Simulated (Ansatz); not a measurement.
# C on Ag(111): change of the work function, part 2 of 4

Wanted: Δφ(θ) for C/Ag(111), starting from the fcc site.

Ansatz 0.2.0; plane-wave DFT, PBE, Ansatz PAW.

So far, work function, upper face (eV): step 2 (the clean slab) 4.47.

## (3) The covered slab, k-mesh 4×4×1, coverage 0.111 ML

System of this step: Ag36C (C/Ag(111)). The cell holds 37 atoms: 36 Ag and 1 C. Cell: a = 8.676 Å, b = 8.676 Å, c = 26.708 Å, α = 90.0°, β = 90.0°, γ = 60.0°. Vacuum lies along c.

The clean slab as it ended is repeated in the plane and the adsorbate is set on one face; the cell's size fixes the coverage, and the k-mesh shrinks with it to keep the sampling density about even. Adsorbate and upper layers relax, since the dipole depends on the height.

input.yaml reads:

```yaml
crystal:
  lattice:
    - [8.6762002052, 1.0e-10, 0.0]
    - [4.3381001025, 7.5138097861, 0.0]
    - [0.0, 0.0, 26.7083434025]
  atoms:
    - { symbol: Ag, position: [0.0, 0.0, 0.3369733519] }
    - { symbol: Ag, position: [0.1111111111, 0.1111111111, 0.4253862709] }
    - { symbol: Ag, position: [0.2222222222, 0.2222222222, 0.5148220099] }
    - { symbol: Ag, position: [0.0, 0.0, 0.6051008489] }
    - { symbol: Ag, position: [0.0, 0.3333333333, 0.3369733519] }
    - { symbol: Ag, position: [0.1111111111, 0.4444444444, 0.4253862709] }
    - { symbol: Ag, position: [0.2222222222, 0.5555555556, 0.5148220099] }
    - { symbol: Ag, position: [0.0, 0.3333333333, 0.6051008489] }
    - { symbol: Ag, position: [0.0, 0.6666666667, 0.3369733519] }
    - { symbol: Ag, position: [0.1111111111, 0.7777777778, 0.4253862709] }
    - { symbol: Ag, position: [0.2222222222, 0.8888888889, 0.5148220099] }
    - { symbol: Ag, position: [0.0, 0.6666666667, 0.6051008489] }
    - { symbol: Ag, position: [0.3333333333, 0.0, 0.3369733519] }
    - { symbol: Ag, position: [0.4444444444, 0.1111111111, 0.4253862709] }
    - { symbol: Ag, position: [0.5555555556, 0.2222222222, 0.5148220099] }
    - { symbol: Ag, position: [0.3333333333, 0.0, 0.6051008489] }
    - { symbol: Ag, position: [0.3333333333, 0.3333333333, 0.3369733519] }
    - { symbol: Ag, position: [0.4444444444, 0.4444444444, 0.4253862709] }
    - { symbol: Ag, position: [0.5555555556, 0.5555555556, 0.5148220099] }
    - { symbol: Ag, position: [0.3333333333, 0.3333333333, 0.6051008489] }
    - { symbol: Ag, position: [0.3333333333, 0.6666666667, 0.3369733519] }
    - { symbol: Ag, position: [0.4444444444, 0.7777777778, 0.4253862709] }
    - { symbol: Ag, position: [0.5555555556, 0.8888888889, 0.5148220099] }
    - { symbol: Ag, position: [0.3333333333, 0.6666666667, 0.6051008489] }
    - { symbol: Ag, position: [0.6666666667, 0.0, 0.3369733519] }
    - { symbol: Ag, position: [0.7777777778, 0.1111111111, 0.4253862709] }
    - { symbol: Ag, position: [0.8888888889, 0.2222222222, 0.5148220099] }
    - { symbol: Ag, position: [0.6666666667, 0.0, 0.6051008489] }
    - { symbol: Ag, position: [0.6666666667, 0.3333333333, 0.3369733519] }
    - { symbol: Ag, position: [0.7777777778, 0.4444444444, 0.4253862709] }
    - { symbol: Ag, position: [0.8888888889, 0.5555555556, 0.5148220099] }
    - { symbol: Ag, position: [0.6666666667, 0.3333333333, 0.6051008489] }
    - { symbol: Ag, position: [0.6666666667, 0.6666666667, 0.3369733519] }
    - { symbol: Ag, position: [0.7777777778, 0.7777777778, 0.4253862709] }
    - { symbol: Ag, position: [0.8888888889, 0.8888888889, 0.5148220099] }
    - { symbol: Ag, position: [0.6666666667, 0.6666666667, 0.6051008489] }
    - { symbol: C, position: [0.1111111111, 0.1111111111, 0.6630266481] }
kpoints:
  mp_grid: { grid: [4, 4, 1] }
hamiltonian:
  xc: pbe
scf:
  occupations: { method: fermi_dirac, width: 0.1 }
  convergence: { dr2_threshold: 1.0e-08 }
efield:
  axis: 3
  dipole_correction: true
  ramp_position: 0.97
  ramp_width: 0.06
relax:
  f_tol: 0.02
  max_steps: 60
  constraints:
    - { sites: [0, 1, 4, 5, 8, 9, 12, 13, 16, 17, 20, 21, 24, 25, 28, 29, 32, 33] }
output:
  write_potential: true
  write_density: true
  volumetric_format: npy
```

Run with:

```console
> ansatz run input.yaml --threads 4 --pin off --max-ram 16384MiB --backend cpu --events-out ev --progress --plain --runs-dir out
```

Numbers of over 12 decimals in the logs are rounded to 6 here.

The program printed:

```text
[...]
Crystal: 37 atoms, lattice volume = 1741.152 Å³
Basis set: ecut = 420 eV, 34163 PW (Γ), exchange–correlation on 120×120×360 points (8 copies of the dense FFT grid, shifted against one another)
Bands: 413, of which v1, the nominal top of the filled ones, is band 344 counted from 1 (343 counted from 0)
Symmetry: 6 space group operations
[...]
k-points: 4 of 16 (time reversal used)
[...]
SCF iter   1: F=—  HF=-273499.873524 eV  |F-HF|=—  |Δ(HF+E_count)|=         —  Δρ=1.62e-3  dr2=1.55e-1  ethr=1.77e-3  p=-0.195 e·Å  D=-2.03e-2 V/Å  ΔV_dip=0.54 eV  dr2_dipole=5.59e-3  V_vac-E_F(+/−)=4.94/4.40 eV  ⟨swp⟩=6.2  Hψ=6478  notcnv=0  defer=138
[...]
SCF iter  10: F=-273499.910480 eV  HF=-273499.910480 eV  |F-HF|=1.77e-8  |Δ(HF+E_count)|=   6.86e-8  Δρ=5.65e-7  dr2=6.63e-9  ethr=1.45e-12  p=-0.204 e·Å  D=-2.12e-2 V/Å  ΔV_dip=0.57 eV  dr2_dipole=3.41e-11  V_vac-E_F(+/−)=5.04/4.47 eV  ⟨swp⟩=8.0  Hψ=9668  notcnv=0
SCF 1 converged in 10 iterations: F = -273499.910480 eV  dr2 = 6.63e-9
[...]
relax step   1: F+E_penalty+E_count = -273499.91047962 eV  Δ(F+E_penalty+E_count) = +0.000e0 eV  max|allowed force component| = 1.988e0 eV/Å  Δτ_max = 0.0000 Å  (10 SCF iters, accepted)
[...]
SCF iter  10: F=-273500.250947 eV  HF=-273500.250947 eV  |F-HF|=9.31e-9  |Δ(HF+E_count)|=   1.73e-7  Δρ=2.59e-7  dr2=1.93e-9  ethr=1.45e-12  p=-0.175 e·Å  D=-1.81e-2 V/Å  ΔV_dip=0.48 eV  dr2_dipole=1.11e-10  V_vac-E_F(+/−)=4.96/4.48 eV  ⟨swp⟩=8.0  Hψ=9528  notcnv=0
SCF 2 converged in 10 iterations: F = -273500.250947 eV  dr2 = 1.93e-9
[...]
relax step   2: F+E_penalty+E_count = -273500.25094687 eV  Δ(F+E_penalty+E_count) = -3.405e-1 eV  max|allowed force component| = 1.228e0 eV/Å  Δτ_max = 0.1968 Å  (10 SCF iters, accepted)
SCF iter   1: F=—  HF=-273500.388608 eV  |F-HF|=—  |Δ(HF+E_count)|=         —  Δρ=2.67e-3  dr2=1.82e-1  ethr=4.70e-4  p=-0.175 e·Å  D=-1.81e-2 V/Å  ΔV_dip=0.48 eV  dr2_dipole=3.09e-3  V_vac-E_F(+/−)=4.97/4.49 eV  ⟨swp⟩=5.5  Hψ=4007  notcnv=0  defer=168
[...]
SCF iter   9: F=-273500.359835 eV  HF=-273500.359835 eV  |F-HF|=6.41e-8  |Δ(HF+E_count)|=   1.29e-7  Δρ=6.22e-7  dr2=7.63e-9  ethr=1.45e-12  p=-0.152 e·Å  D=-1.58e-2 V/Å  ΔV_dip=0.42 eV  dr2_dipole=1.69e-10  V_vac-E_F(+/−)=4.90/4.48 eV  ⟨swp⟩=9.0  Hψ=10090  notcnv=0
SCF 3 converged in 9 iterations: F = -273500.359835 eV  dr2 = 7.63e-9
[...]
relax step   3: F+E_penalty+E_count = -273500.35983512 eV  Δ(F+E_penalty+E_count) = -1.089e-1 eV  max|allowed force component| = 4.087e-1 eV/Å  Δτ_max = 0.1456 Å  (9 SCF iters, accepted)
[...]
relax step   4: F+E_penalty+E_count = -273500.38197899 eV  Δ(F+E_penalty+E_count) = -2.214e-2 eV  max|allowed force component| = 3.407e-2 eV/Å  Δτ_max = 0.0612 Å  (9 SCF iters, accepted)
SCF iter   1: F=—  HF=-273500.381702 eV  |F-HF|=—  |Δ(HF+E_count)|=         —  Δρ=2.56e-4  dr2=1.07e-3  ethr=2.72e-6  p=-0.141 e·Å  D=-1.46e-2 V/Å  ΔV_dip=0.39 eV  dr2_dipole=2.09e-5  V_vac-E_F(+/−)=4.88/4.48 eV  ⟨swp⟩=5.0  Hψ=3530  notcnv=0  defer=176
[...]
SCF iter   7: F=-273500.382468 eV  HF=-273500.382468 eV  |F-HF|=2.60e-8  |Δ(HF+E_count)|=   1.35e-7  Δρ=3.80e-7  dr2=2.74e-9  ethr=1.45e-12  p=-0.139 e·Å  D=-1.45e-2 V/Å  ΔV_dip=0.39 eV  dr2_dipole=4.29e-10  V_vac-E_F(+/−)=4.87/4.48 eV  ⟨swp⟩=7.0  Hψ=10910  notcnv=0
SCF 5 converged in 7 iterations: F = -273500.382468 eV  dr2 = 2.74e-9
relax step   5: F+E_penalty+E_count = -273500.38246764 eV  Δ(F+E_penalty+E_count) = -4.886e-4 eV  max|allowed force component| = 4.932e-3 eV/Å  Δτ_max = 0.0148 Å  (7 SCF iters, accepted)
NSCF: frozen V_eff on 4 k-points
[...]
WARN: The output density's exchange-correlation potential varies sharply where the density is thin. Do not read a vacuum level from v_tot or v_xc, or from such a field of the output density. On a cell that repeats whose density bears no net charge and no dipole along the vacuum's axis use v_es (v_loc + v_h of the components); under efield.dipole_correction with no amplitude use v_es + v_field, which holds any externa [...]
SCF converged after 7 iterations
Free energy (F): -273500.382468 eV
[...]
Internal energy: -273499.945265 eV  (E = F + TS)
E sigma→0 (E₀):  -273500.163866 eV
Entropy (-TS):   -0.437203 eV (-11.816 meV/atom)
Fermi energy:    3.176348 eV
Dipole field:    D = -0.014445 V/Å  (p = -0.138997 e·Å, saw-weighted, corrected)
Work function:   Φ+ = 4.8697 eV   Φ− = 4.4838 eV
[...]
--- Forces (eV/Å), atoms counted from 1 ---
  atom   1  Ag     0.00934777     0.00539694    -0.16692712
  atom   2  Ag     0.00000000    -0.00000000     0.10501058
  atom   3  Ag     0.00422124     0.00243713    -0.00121697
  atom   4  Ag     0.00289132     0.00166930     0.00448375
  atom   5  Ag     0.00000000    -0.01079387    -0.16692712
  atom   6  Ag     0.01568366    -0.00767199     0.16114596
  atom   7  Ag     0.00078161    -0.00045126     0.00124028
  atom   8  Ag     0.00000000    -0.00333861     0.00448375
  atom   9  Ag    -0.01945262     0.01123097    -0.13438413
  atom  10  Ag     0.01448597    -0.00974645     0.16114596
  atom  11  Ag     0.00000000    -0.00487427    -0.00121697
  atom  12  Ag     0.00016137    -0.00009317     0.00114698
  atom  13  Ag    -0.00934777     0.00539694    -0.16692712
  atom  14  Ag     0.00119769     0.01741844     0.16114596
  atom  15  Ag    -0.00000000     0.00090253     0.00124028
  atom  16  Ag    -0.00289132     0.00166930     0.00448375
  atom  17  Ag     0.01584201     0.00914639    -0.14681921
  atom  18  Ag    -0.00000000    -0.00000000     0.13925945
  atom  19  Ag    -0.00078161    -0.00045126     0.00124028
  atom  20  Ag    -0.00007308    -0.00004219     0.00019584
  atom  21  Ag     0.00000000    -0.01829277    -0.14681921
  atom  22  Ag    -0.01448597    -0.00974645     0.16114596
  atom  23  Ag     0.00427163    -0.00246623    -0.00169835
  atom  24  Ag    -0.00000000     0.00008438     0.00019584
  atom  25  Ag     0.00000000    -0.02246195    -0.13438413
  atom  26  Ag    -0.00119769     0.01741844     0.16114596
  atom  27  Ag    -0.00422124     0.00243713    -0.00121697
  atom  28  Ag    -0.00000000     0.00018633     0.00114698
  atom  29  Ag    -0.01584201     0.00914639    -0.14681921
  atom  30  Ag    -0.01568366    -0.00767199     0.16114596
  atom  31  Ag    -0.00000000     0.00493245    -0.00169835
  atom  32  Ag     0.00007308    -0.00004219     0.00019584
  atom  33  Ag     0.01945262     0.01123097    -0.13438413
  atom  34  Ag     0.00000000    -0.00000000     0.12208251
  atom  35  Ag    -0.00427163    -0.00246623    -0.00169835
  atom  36  Ag    -0.00016137    -0.00009317     0.00114698
  atom  37  C      0.00000000     0.00000000    -0.00131199
  max |Σ_I F_I| component: 2.05e-5 eV/Å
--- Band table (eV) ---
  k-point 0: bands = [... 340 lower, 2.3149, 2.3149, 2.3333, 2.7467, 2.7467, 2.7480, 2.8616, 3.7623, ... 65 higher]
  k-point 1: bands = [... 340 lower, 2.2082, 2.3068, 2.4795, 2.7869, 3.1076, 3.2507, 3.5768, 3.9238, ... 65 higher]
  k-point 2: bands = [... 340 lower, 2.8990, 2.9442, 3.1759, 3.2164, 3.3213, 3.3931, 3.4496, 3.6139, ... 65 higher]
  k-point 3: bands = [... 340 lower, 2.9191, 3.0137, 3.0869, 3.2220, 3.3771, 3.5762, 3.6191, 3.7149, ... 65 higher]
--- Relaxed structure (5 steps of the walk, 5 accepted, 0 SCFs on fresh bases) ---
  F+E_penalty+E_count = -273500.38246764 eV   max|allowed force component| = 4.932e-3 eV/Å
  atoms:
    - { symbol: Ag, position: [1.1111113280699718e-11, 1.1111113280699718e-11, 0.336973] }
    - { symbol: Ag, position: [0.111111, 0.111111, 0.425386] }
    - { symbol: Ag, position: [0.221647, 0.221647, 0.515330] }
    - { symbol: Ag, position: [-0.00532425, -0.00532425, 0.606979] }
    - { symbol: Ag, position: [1.1111112030448567e-11, 0.333333, 0.336973] }
    - { symbol: Ag, position: [0.111111, 0.444444, 0.425386] }
    - { symbol: Ag, position: [0.221965, 0.555684, 0.514794] }
    - { symbol: Ag, position: [-0.00532425, 0.343982, 0.606979] }
    - { symbol: Ag, position: [-2.2222168549745902e-11, 0.666667, 0.336973] }
    - { symbol: Ag, position: [0.111111, 0.777778, 0.425386] }
    - { symbol: Ag, position: [0.221647, 0.890039, 0.515330] }
    - { symbol: Ag, position: [-0.000924629, 0.667129, 0.604289] }
    - { symbol: Ag, position: [0.333333, 1.1111113280699718e-11, 0.336973] }
    - { symbol: Ag, position: [0.444444, 0.111111, 0.425386] }
    - { symbol: Ag, position: [0.555684, 0.221965, 0.514794] }
    - { symbol: Ag, position: [0.343982, -0.00532425, 0.606979] }
    - { symbol: Ag, position: [0.333333, 0.333333, 0.336973] }
    - { symbol: Ag, position: [0.444444, 0.444444, 0.425386] }
    - { symbol: Ag, position: [0.555684, 0.555684, 0.514794] }
    - { symbol: Ag, position: [0.334106, 0.334106, 0.604838] }
    - { symbol: Ag, position: [0.333333, 0.666667, 0.336973] }
    - { symbol: Ag, position: [0.444444, 0.777778, 0.425386] }
    - { symbol: Ag, position: [0.554698, 0.889318, 0.514746] }
    - { symbol: Ag, position: [0.334106, 0.665121, 0.604838] }
    - { symbol: Ag, position: [0.666667, -2.2222204306928896e-11, 0.336973] }
    - { symbol: Ag, position: [0.777778, 0.111111, 0.425386] }
    - { symbol: Ag, position: [0.890039, 0.221647, 0.515330] }
    - { symbol: Ag, position: [0.667129, -0.000924629, 0.604289] }
    - { symbol: Ag, position: [0.666667, 0.333333, 0.336973] }
    - { symbol: Ag, position: [0.777778, 0.444444, 0.425386] }
    - { symbol: Ag, position: [0.889318, 0.554698, 0.514746] }
    - { symbol: Ag, position: [0.665121, 0.334106, 0.604838] }
    - { symbol: Ag, position: [0.666667, 0.666667, 0.336973] }
    - { symbol: Ag, position: [0.777778, 0.777778, 0.425386] }
    - { symbol: Ag, position: [0.889318, 0.889318, 0.514746] }
    - { symbol: Ag, position: [0.667129, 0.667129, 0.604289] }
    - { symbol: C, position: [0.111111, 0.111111, 0.647360] }
```

Wall time 11 min (4 threads of Arm Neoverse V2, shared host); peak memory 12 GiB; 33 min of CPU time.

Step by step:

| step | energy less that of the first step (eV) | largest force component (eV/Å) |
| --- | --- | --- |
| 1 | 0.0000 | 1.9876 |
| 2 | -0.3405 | 1.2277 |
| 3 | -0.4494 | 0.4087 |
| 4 | -0.4715 | 0.0341 |
| 5 | -0.4720 | 0.0049 |

The run keeps the 6 symmetry operations that it works with, so distortions that break them were not tested.

The atoms that moved most (Å):

| atom | dx | dy | dz | length |
| --- | --- | --- | --- | --- |
| C37 | 0.000 | 0.000 | -0.418 | 0.418 |
| Ag4 | -0.069 | -0.040 | 0.050 | 0.094 |
| Ag16 | 0.069 | -0.040 | 0.050 | 0.094 |
| Ag8 | 0.000 | 0.080 | 0.050 | 0.094 |
| Ag28 | 0.000 | -0.007 | -0.022 | 0.023 |
| Ag12 | -0.006 | 0.003 | -0.022 | 0.023 |
| Ag36 | 0.006 | 0.003 | -0.022 | 0.023 |
| Ag3 | -0.007 | -0.004 | 0.014 | 0.016 |

The relaxed structure:

```xyz
37
Lattice="8.6762 0.0000 0.0000 4.3381 7.5138 0.0000 0.0000 0.0000 26.7083" Properties=species:S:1:pos:R:3
Ag    0.0000    0.0000    9.0000
Ag    1.4460    0.8349   11.3614
Ag    2.8846    1.6654   13.7636
Ag   -0.0693   -0.0400   16.2114
Ag    1.4460    2.5046    9.0000
Ag    2.8921    3.3395   11.3614
Ag    4.3364    4.1753   13.7493
Ag    1.4460    2.5846   16.2114
Ag    2.8921    5.0092    9.0000
Ag    4.3381    5.8441   11.3614
Ag    5.7841    6.6876   13.7636
Ag    2.8861    5.0127   16.1396
Ag    2.8921    0.0000    9.0000
Ag    4.3381    0.8349   11.3614
Ag    5.7841    1.6678   13.7493
Ag    2.9614   -0.0400   16.2114
Ag    4.3381    2.5046    9.0000
Ag    5.7841    3.3395   11.3614
Ag    7.2318    4.1753   13.7493
Ag    4.3482    2.5104   16.1542
Ag    5.7841    5.0092    9.0000
Ag    7.2302    5.8441   11.3614
Ag    8.6706    6.6822   13.7480
Ag    5.7841    4.9976   16.1542
Ag    5.7841    0.0000    9.0000
Ag    7.2302    0.8349   11.3614
Ag    8.6837    1.6654   13.7636
Ag    5.7841   -0.0069   16.1396
Ag    7.2302    2.5046    9.0000
Ag    8.6762    3.3395   11.3614
Ag   10.1222    4.1679   13.7480
Ag    7.2201    2.5104   16.1542
Ag    8.6762    5.0092    9.0000
Ag   10.1222    5.8441   11.3614
Ag   11.5738    6.6822   13.7480
Ag    8.6822    5.0127   16.1396
C     1.4460    0.8349   17.2899
```

This step gave:

```
energy at zero smearing        : -273500.1639 eV
work function, upper face      : 4.870 eV
work function, lower face      : 4.484 eV
dipole along the normal        : -0.1390 e·Å
step between the vacuum levels : 0.3858 eV
```

Running mean over 2.361 Å of the planar mean; the ramp of the sawtooth is left out. Table of electron's electrostatic potential energy less the Fermi level by z:

| z (Å) | electron's electrostatic potential energy less the Fermi level (eV) |
| --- | --- |
| 3.5 | 4.48 |
| 4.0 | 4.48 |
| 4.5 | 4.48 |
| 5.0 | 4.48 |
| 5.5 | 4.46 |
| 6.0 | 4.41 |
| 6.5 | 4.22 |
| 7.0 | 3.52 |
| 7.5 | 1.23 |
| 8.0 | -2.22 |
| 8.5 | -4.90 |
| 9.0 | -5.82 |
| 9.5 | -5.97 |
| 10.0 | -6.01 |
| 10.5 | -6.04 |
| 11.0 | -6.05 |
| 11.5 | -6.02 |
| 12.0 | -5.90 |
| 12.5 | -5.80 |
| 13.0 | -5.84 |
| 13.5 | -5.95 |
| 14.0 | -5.93 |
| 14.5 | -5.75 |
| 15.0 | -5.65 |
| 15.5 | -5.79 |
| 16.0 | -6.07 |
| 16.5 | -5.81 |
| 17.0 | -3.73 |
| 17.5 | -0.239 |
| 18.0 | 2.73 |
| 18.5 | 4.15 |
| 19.0 | 4.68 |
| 19.5 | 4.82 |
| 20.0 | 4.86 |
| 20.5 | 4.87 |
| 21.0 | 4.87 |
| 21.5 | 4.87 |
| 22.0 | 4.87 |
| 22.5 | 4.87 |
| 23.0 | 4.87 |
| 23.5 | 4.87 |

The relaxation took 5 steps and lowered the energy by 0.47 eV; the largest force on the free atoms ends at 0.0049 eV/Å.

The covered face has 4.87 eV, +0.40 eV against the clean one; the bare back face has moved by +0.03 eV, a measure of how thin the slab is.

[end of part 2 of 4]

[Logs are printed without paths, hosts, clocks, repeated set-up lines and the standing remarks that a program may print on its own settings, such as how far it seeks lower states.]

[Hosts, paths, dates, database ids (printed as entryN), source tags and the programs' standing remarks are cut or masked in the printed files.]

[Maps of the electrostatic potential energy from Ansatz leave out the sawtooth potential of an applied field or a dipole correction, so their vacuum need not be flat; planar profiles and work functions include it.]
